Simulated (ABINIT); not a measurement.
**CdSiS3 (Pm-3m): zone-centre phonons**

Aim: the zone-centre modes of CdSiS3 (Pm-3m).

Program: ABINIT 10.8.3. Level of theory: DFT LDA, scalar-relativistic, plane waves, PseudoDojo norm-conserving pseudopotentials. Results are calculated unless marked as measured.

The structure was built from a prototype and need not be the compound's stable phase.

## 1. Starting point

Symmetry: Pm-3m, No. 221, cubic system. Conventional cell: a = 4.346 Å, b = 4.346 Å, c = 4.346 Å, α = 90.00°, β = 90.00°, γ = 90.00°. Nearest to Cd lie 12 S at 3.07 Å. Nearest to Si lie 6 S at 2.17 Å. Nearest to S lie 2 Si at 2.17 Å and 4 Cd at 3.07 Å. Farther neighbours and most contacts between anions are not listed.

Coordinates:

```cif
data_structure
_symmetry_space_group_name_H-M 'P 1'
_symmetry_Int_Tables_number 1
_cell_length_a 4.3456
_cell_length_b 4.3456
_cell_length_c 4.3456
_cell_angle_alpha 90.000
_cell_angle_beta 90.000
_cell_angle_gamma 90.000
_cell_volume 82.06
loop_
_atom_site_label
_atom_site_type_symbol
_atom_site_fract_x
_atom_site_fract_y
_atom_site_fract_z
_atom_site_occupancy
Cd1 Cd 0.00000 0.00000 0.00000 1
Si2 Si 0.50000 0.50000 0.50000 1
S3 S 0.50000 0.50000 0.00000 1
S4 S 0.50000 0.00000 0.50000 1
S5 S 0.00000 0.50000 0.50000 1
```

## 2. A first look

A first run with smearing and empty bands tells whether the crystal has a gap, which decides between fixed occupations and smearing later on.

Input file probe.abi:

```
# ground state
tolvrs 1.0d-08
prtden 1
prtwf 1

# basis, mesh and filling
ecut 47.0
ngkpt 4 4 4
nshiftk 1
shiftk 0.0 0.0 0.0
istwfk *1
occopt 7
tsmear 0.005
nband 30
nstep 100
diemac 9.0
prtebands 0
prtgsr 0
useylm 1

# cell and atoms
acell 8.211993847 8.211993847 8.211993847
rprim 
    1.0 0.0 0.0
    0.0 1.0 0.0
    0.0 0.0 1.0
ntypat 3
znucl 48 14 16
natom 5
typat 1 2 3 3 3
xred 
    0.0 0.0 0.0
    0.5 0.5 0.5
    0.5 0.5 0.0
    0.5 0.0 0.5
    0.0 0.5 0.5
pp_dirpath "./pseudo"
pseudos "Cd.upf, Si.upf, S.upf"
```

On the command line:

```console
> OMP_NUM_THREADS=1 mpirun -n 4 abinit probe.abi > probe.log
```

Numbers of over 12 decimals in the logs are rounded to 6 here.

probe.abo, the main output file:

```text
[banners, grids, parts of the stress and lines that vanish by symmetry left out]
- input  file    -> probe.abi
- output file    -> probe.abo
- root for input  files -> probei
[...]
Symmetries : space group Pm -3 m (#221); Bravais cP (primitive cubic)
[...]
mpw =        8578          nfft =      157464          nkpt =          10
[...]
== DATASET  1 ==================================================================
[...]
cutoff_energies: {ecut:  47.0, pawecutdg:  -1.0, }
[...]
ETOT  1  -205.42653355520    -2.054E+02 3.500E+00 3.999E+04
 ETOT  2  -204.63727068098     7.893E-01 9.390E-01 8.772E+04
 ETOT  3  -211.75002761554    -7.113E+00 1.321E-01 9.300E+03
 ETOT  4  -212.22640569687    -4.764E-01 5.006E-02 5.475E+03
 ETOT  5  -212.51505480605    -2.886E-01 8.194E-03 2.080E+03
[...]
ETOT 15  -212.71137670022    -2.632E-09 1.937E-04 1.798E-08
 ETOT 16  -212.71137670021     1.069E-11 7.194E-04 1.242E-10
 At SCF step   16       vres2   =  1.24E-10 < tolvrs=  1.00E-08 =>converged.
[...]
sigma(1 1)= -3.14387918E-04  sigma(3 2)=  0.00000000E+00
  sigma(2 2)= -3.14387918E-04  sigma(3 1)=  0.00000000E+00
  sigma(3 3)= -3.14387918E-04  sigma(2 1)=  0.00000000E+00
[...]
convergence: {deltae:  1.069E-11, res2:  1.242E-10, residm:  7.194E-04, diffor: null, }
etotal    :  -2.12711377E+02
[...]
sigma(1 1)= -3.14387918E-04  sigma(3 2)=  0.00000000E+00
  sigma(2 2)= -3.14387918E-04  sigma(3 1)=  0.00000000E+00
  sigma(3 3)= -3.14387918E-04  sigma(2 1)=  0.00000000E+00
[...]
- sigma(1 1)= -9.24961189E+00  sigma(3 2)=  0.00000000E+00
- sigma(2 2)= -9.24961189E+00  sigma(3 1)=  0.00000000E+00
- sigma(3 3)= -9.24961189E+00  sigma(2 1)=  0.00000000E+00
[...]
fcart     -0.0000000000E+00 -0.0000000000E+00 -0.0000000000E+00
           strten     -3.1438791811E-04 -3.1438791811E-04 -3.1438791811E-04
================================================================================

[key lines of the parts left out:]
pressure_GPa:   9.2496E+00
```

Run time: 52 s. Hardware: 4 MPI ranks of Arm Neoverse V1, shared host.

This step gave:

- volume per atom: 16.41 Å³
- pressure: 9.250 GPa
- gap on the k-mesh: 0 eV

No gap opens on this mesh, so smearing is kept; the printed pressure holds the stress of the finite basis too.

## 3. Rough relaxation

The typed start is rough, so a first relaxation with smearing and loose thresholds takes it towards rest cheaply.

Input file prerelax.abi:

```
# relaxation
ionmov 2
optcell 2
dilatmx 1.15
chkdilatmx 0
ntime 40
tolmxf 3.0d-04
tolvrs 1.0d-10
prtwf 0
prtden 0
chksymtnons 0

# basis, mesh and filling
ecut 46.0
ecutsm 3.0
ngkpt 4 4 4
nshiftk 1
shiftk 0.0 0.0 0.0
istwfk *1
occopt 7
tsmear 0.005
nband 30
nstep 100
diemac 1000000.0
prtebands 0
prtgsr 0
useylm 1

# cell and atoms
acell 8.211993847 8.211993847 8.211993847
rprim 
    1.0 0.0 0.0
    0.0 1.0 0.0
    0.0 0.0 1.0
ntypat 3
znucl 48 14 16
natom 5
typat 1 2 3 3 3
xred 
    0.0 0.0 0.0
    0.5 0.5 0.5
    0.5 0.5 0.0
    0.5 0.0 0.5
    0.0 0.5 0.5
pp_dirpath "./pseudo"
pseudos "Cd.upf, Si.upf, S.upf"
```

On the command line:

```console
> OMP_NUM_THREADS=1 mpirun -n 4 abinit prerelax.abi > prerelax.log
```

prerelax.abo, the main output file:

```text
[banners, grids, parts of the stress and lines that vanish by symmetry left out]
- input  file    -> prerelax.abi
- output file    -> prerelax.abo
- root for input  files -> prerelaxi
[...]
Symmetries : space group Pm -3 m (#221); Bravais cP (primitive cubic)
[...]
mpw =       12577          nfft =      216000          nkpt =          10
[...]
== DATASET  1 ==================================================================
[...]
cutoff_energies: {ecut:  46.0, pawecutdg:  -1.0, }
[...]
ETOT  1  -206.07884453787    -2.061E+02 2.875E+00 4.809E+04
 ETOT  2  -207.44748808962    -1.369E+00 4.659E-01 7.339E+04
 ETOT  3  -211.99107537559    -4.544E+00 5.785E-02 1.028E+04
 ETOT  4  -212.45318269361    -4.621E-01 3.287E-02 4.011E+03
 ETOT  5  -212.62021987417    -1.670E-01 6.336E-03 1.299E+03
[...]
At SCF step   15       vres2   =  4.83E-11 < tolvrs=  1.00E-10 =>converged.
[...]
ETOT 10  -212.71846846842    -3.439E-12 2.583E-05 2.337E-12
 At SCF step   10       vres2   =  2.34E-12 < tolvrs=  1.00E-10 =>converged.
[...]
sigma(1 1)= -1.68524081E-06  sigma(3 2)=  0.00000000E+00
  sigma(2 2)= -1.68524081E-06  sigma(3 1)=  0.00000000E+00
  sigma(3 3)= -1.68524081E-06  sigma(2 1)=  0.00000000E+00
[...]
convergence: {deltae: -3.439E-12, res2:  2.337E-12, residm:  2.583E-05, diffor: null, }
etotal    :  -2.12718468E+02
[...]
At Broyd/MD step   4, gradients are converged :
[...]
sigma(1 1)= -1.68524081E-06  sigma(3 2)=  0.00000000E+00
  sigma(2 2)= -1.68524081E-06  sigma(3 1)=  0.00000000E+00
  sigma(3 3)= -1.68524081E-06  sigma(2 1)=  0.00000000E+00
[...]
- sigma(1 1)= -4.95814964E-02  sigma(3 2)=  0.00000000E+00
- sigma(2 2)= -4.95814964E-02  sigma(3 1)=  0.00000000E+00
- sigma(3 3)= -4.95814964E-02  sigma(2 1)=  0.00000000E+00
[...]
fcart     -0.0000000000E+00 -0.0000000000E+00 -0.0000000000E+00
           strten     -1.6852408080E-06 -1.6852408080E-06 -1.6852408079E-06
================================================================================

[key lines of the parts left out:]
pressure_GPa:   4.9581E-02
Total energy (etotal) [Ha]= -2.12718468468415E+02
```

Elapsed: 3.5 min, on 4 MPI ranks; 14 min of CPU time.

Step by step:

```csv
step,energy less that of the first step (eV),largest force (eV/Å),volume (Å³)
1,0.0000,0.0000,82.06
2,-0.1151,0.0000,84.46
3,-0.2068,0.0000,89.08
4,-0.2079,0.0000,89.65
```

```csv
"conventional cell, symmetrised",before,after,change
a (Å),4.346,4.476,+3.0 %
b (Å),4.346,4.476,+3.0 %
c (Å),4.346,4.476,+3.0 %
volume (Å³/atom),16.41,17.93,+9.2 %
```

The relaxed structure:

```xyz
5
Lattice="4.4756 0.0000 0.0000 0.0000 4.4756 0.0000 0.0000 0.0000 4.4756" Properties=species:S:1:pos:R:3 pbc="T T T"
Cd    0.0000    0.0000    0.0000
Si    2.2378    2.2378    2.2378
S     2.2378    2.2378    0.0000
S     2.2378    0.0000    2.2378
S     0.0000    2.2378    2.2378
```

Read from the output:

```yaml
volume_per_atom: 17.93 Å³
pressure: 0.04958 GPa
```

The volume changes by +9.2 % in this run and stands +9.2 % from the first cell.

## 4. Relaxation

The harmonic expansion needs vanishing forces, and a free crystal bears no stress, so cell and atoms are brought to rest. Stress is more sensitive to the basis than forces are: the last 3 Ha under the cutoff are smoothed with ecutsm, and the cutoff is raised above that of the later runs.

Input file relax.abi:

```
# relaxation
ionmov 2
optcell 2
dilatmx 1.08
ntime 40
tolmxf 1.0d-05
tolvrs 1.0d-14
prtwf 0
prtden 0
chksymtnons 0

# basis, mesh and filling
ecut 57.0
ecutsm 3.0
ngkpt 6 6 6
nshiftk 1
shiftk 0.0 0.0 0.0
istwfk *1
occopt 6
tsmear 0.01
nband 30
nstep 100
diemac 1000000.0
prtebands 0
prtgsr 0
useylm 1

# cell and atoms
acell 8.457735008 8.457735008 8.457735008
rprim 
    1.0 0.0 0.0
    0.0 1.0 0.0
    0.0 0.0 1.0
ntypat 3
znucl 48 14 16
natom 5
typat 1 2 3 3 3
xred 
    0.0 0.0 0.0
    0.5 0.5 0.5
    0.5 0.5 0.0
    0.5 0.0 0.5
    0.0 0.5 0.5
pp_dirpath "./pseudo"
pseudos "Cd.upf, Si.upf, S.upf"
```

On the command line:

```console
> OMP_NUM_THREADS=1 mpirun -n 4 abinit relax.abi > relax.log
```

relax.abo, the main output file:

```text
[banners, grids, parts of the stress and lines that vanish by symmetry left out]
- input  file    -> relax.abi
- output file    -> relax.abo
- root for input  files -> relaxi
[...]
Symmetries : space group Pm -3 m (#221); Bravais cP (primitive cubic)
[...]
mpw =       15690          nfft =      262144          nkpt =          20
[...]
== DATASET  1 ==================================================================
[...]
cutoff_energies: {ecut:  57.0, pawecutdg:  -1.0, }
[...]
ETOT  1  -204.37857126048    -2.044E+02 4.049E+00 7.376E+04
 ETOT  2  -205.01447079419    -6.359E-01 8.389E-01 1.272E+05
 ETOT  3  -211.71349684348    -6.699E+00 1.693E-01 1.591E+04
 ETOT  4  -212.27677523941    -5.633E-01 5.855E-02 8.132E+03
 ETOT  5  -212.53741553035    -2.606E-01 1.089E-02 3.176E+03
[...]
At SCF step   19       vres2   =  2.07E-15 < tolvrs=  1.00E-14 =>converged.
[...]
sigma(1 1)=  1.38690676E-05  sigma(3 2)=  0.00000000E+00
  sigma(2 2)=  1.38690676E-05  sigma(3 1)=  0.00000000E+00
  sigma(3 3)=  1.38690676E-05  sigma(2 1)=  0.00000000E+00
[...]
convergence: {deltae:  2.026E-11, res2:  2.071E-15, residm:  6.051E-04, diffor: null, }
etotal    :  -2.12719970E+02
[...]
ETOT  1  -212.71976846880    -2.127E+02 6.447E-02 4.045E+00
[...]
At SCF step   11       vres2   =  3.83E-16 < tolvrs=  1.00E-14 =>converged.
[...]
sigma(1 1)=  1.02477891E-05  sigma(3 2)=  0.00000000E+00
  sigma(2 2)=  1.02477891E-05  sigma(3 1)=  0.00000000E+00
  sigma(3 3)=  1.02477891E-05  sigma(2 1)=  0.00000000E+00
[...]
convergence: {deltae: -2.692E-11, res2:  3.834E-16, residm:  6.685E-05, diffor: null, }
etotal    :  -2.12719979E+02
[...]
ETOT  1  -212.71830707099    -2.127E+02 4.837E-04 3.244E+01
[...]
ETOT 10  -212.71998951749    -1.171E-11 1.110E-04 3.290E-12
 ETOT 11  -212.71998951746     3.047E-11 3.770E-05 2.455E-15
 At SCF step   11       vres2   =  2.45E-15 < tolvrs=  1.00E-14 =>converged.
[...]
sigma(1 1)= -7.70260760E-08  sigma(3 2)=  0.00000000E+00
  sigma(2 2)= -7.70260760E-08  sigma(3 1)=  0.00000000E+00
  sigma(3 3)= -7.70260760E-08  sigma(2 1)=  0.00000000E+00
[...]
convergence: {deltae:  3.047E-11, res2:  2.455E-15, residm:  3.770E-05, diffor: null, }
etotal    :  -2.12719990E+02
[...]
At Broyd/MD step   3, gradients are converged :
[...]
sigma(1 1)= -7.70260760E-08  sigma(3 2)=  0.00000000E+00
  sigma(2 2)= -7.70260760E-08  sigma(3 1)=  0.00000000E+00
  sigma(3 3)= -7.70260760E-08  sigma(2 1)=  0.00000000E+00
[...]
- sigma(1 1)= -2.26618540E-03  sigma(3 2)=  0.00000000E+00
- sigma(2 2)= -2.26618540E-03  sigma(3 1)=  0.00000000E+00
- sigma(3 3)= -2.26618540E-03  sigma(2 1)=  0.00000000E+00
[...]
fcart     -0.0000000000E+00 -0.0000000000E+00 -0.0000000000E+00
           strten     -7.7026076035E-08 -7.7026076031E-08 -7.7026076032E-08
================================================================================

[key lines of the parts left out:]
pressure_GPa:   2.2662E-03
Total energy (etotal) [Ha]= -2.12719989517463E+02
```

The job ended after 5.5 min (4 MPI ranks; 22 min of CPU time).

Relaxation path:

```csv
step,energy less that of the first step (eV),largest force (eV/Å),volume (Å³)
1,0.0000,0.0000,89.65
2,-0.0002,0.0000,89.54
3,-0.0005,0.0000,89.23
```

```csv
"conventional cell, symmetrised",before,after,change
a (Å),4.476,4.469,-0.2 %
b (Å),4.476,4.469,-0.2 %
c (Å),4.476,4.469,-0.2 %
volume (Å³/atom),17.93,17.85,-0.5 %
```

Final coordinates:

```xyz
5
Lattice="4.4685 0.0000 0.0000 0.0000 4.4685 0.0000 0.0000 0.0000 4.4685" Properties=species:S:1:pos:R:3 pbc="T T T"
Cd    0.0000    0.0000    0.0000
Si    2.2343    2.2343    2.2343
S     2.2343    2.2343    0.0000
S     2.2343    0.0000    2.2343
S     0.0000    2.2343    2.2343
```

This step gave:

```yaml
volume_per_atom: 17.85 Å³
pressure: 0.002266 GPa
```

The volume changes by -0.5 % in this run and stands +8.7 % from the first cell.

## 5. Self-consistent run for the response

First-order wavefunctions inherit every error of the ground state, hence the very tight tolvrs. Smearing stays on, as the first look found no gap above 0.3 eV.

Input file gs.abi:

```
# ground state
tolvrs 1.0d-16
prtden 1
prtwf 1

# basis, mesh and filling
ecut 47.0
ngkpt 6 6 6
nshiftk 1
shiftk 0.0 0.0 0.0
istwfk *1
occopt 6
tsmear 0.01
nband 30
nstep 100
diemac 1000000.0
prtebands 0
prtgsr 0
useylm 1

# cell and atoms
acell 8.444304971 8.444304971 8.444304971
rprim 
    1.0 0.0 0.0
    0.0 1.0 0.0
    0.0 0.0 1.0
ntypat 3
znucl 48 14 16
natom 5
typat 1 2 3 3 3
xred 
    0.0 0.0 0.0
    0.5 0.5 0.5
    0.5 0.5 0.0
    0.5 0.0 0.5
    0.0 0.5 0.5
pp_dirpath "./pseudo"
pseudos "Cd.upf, Si.upf, S.upf"
```

On the command line:

```console
> OMP_NUM_THREADS=1 mpirun -n 4 abinit gs.abi > gs.log
```

gs.abo, the main output file:

```text
[banners, grids, parts of the stress and lines that vanish by symmetry left out]
- input  file    -> gs.abi
- output file    -> gs.abo
- root for input  files -> gsi
[...]
Symmetries : space group Pm -3 m (#221); Bravais cP (primitive cubic)
[...]
mpw =        9328          nfft =      157464          nkpt =          20
[...]
== DATASET  1 ==================================================================
[...]
cutoff_energies: {ecut:  47.0, pawecutdg:  -1.0, }
[...]
ETOT  1  -204.12857148820    -2.041E+02 3.386E+00 4.706E+04
 ETOT  2  -204.57927954007    -4.507E-01 8.967E-01 8.172E+04
 ETOT  3  -211.67722319348    -7.098E+00 5.108E-01 1.007E+04
 ETOT  4  -212.25185765044    -5.746E-01 4.679E-02 5.241E+03
 ETOT  5  -212.52479758563    -2.729E-01 1.062E-02 2.075E+03
[...]
ETOT 19  -212.71973142821    -8.811E-12 9.455E-04 3.190E-14
 ETOT 20  -212.71973142822    -9.237E-12 1.702E-03 7.242E-17
 At SCF step   20       vres2   =  7.24E-17 < tolvrs=  1.00E-16 =>converged.
[...]
sigma(1 1)=  6.68436510E-06  sigma(3 2)=  0.00000000E+00
  sigma(2 2)=  6.68436510E-06  sigma(3 1)=  0.00000000E+00
  sigma(3 3)=  6.68436510E-06  sigma(2 1)=  0.00000000E+00
[...]
convergence: {deltae: -9.237E-12, res2:  7.242E-17, residm:  1.702E-03, diffor: null, }
etotal    :  -2.12719731E+02
[...]
sigma(1 1)=  6.68436510E-06  sigma(3 2)=  0.00000000E+00
  sigma(2 2)=  6.68436510E-06  sigma(3 1)=  0.00000000E+00
  sigma(3 3)=  6.68436510E-06  sigma(2 1)=  0.00000000E+00
[...]
- sigma(1 1)=  1.96660811E-01  sigma(3 2)=  0.00000000E+00
- sigma(2 2)=  1.96660811E-01  sigma(3 1)=  0.00000000E+00
- sigma(3 3)=  1.96660811E-01  sigma(2 1)=  0.00000000E+00
[...]
fcart     -0.0000000000E+00 -0.0000000000E+00 -0.0000000000E+00
           strten      6.6843650991E-06  6.6843650991E-06  6.6843650991E-06
================================================================================

[key lines of the parts left out:]
pressure_GPa:  -1.9666E-01
```

Elapsed: 1.8 min, on 4 MPI ranks; 7.3 min of CPU time.

This step gave:

```yaml
pressure: -0.1967 GPa
```

The cell stands at -0.20 GPa: the relaxation ran with a smoothed and higher cutoff, and the difference is a stress of the finite basis.

(Part 1 of 4 ends here.)

[Host names and launcher messages were left out of these logs when they were recorded.]

[Logs are printed without paths, hosts, clocks, repeated set-up lines and the standing remarks that a program may print on its own settings, such as how far it seeks lower states.]

[Hosts, paths, dates, database ids (printed as entryN), source tags and the programs' standing remarks are cut or masked in the printed files.]
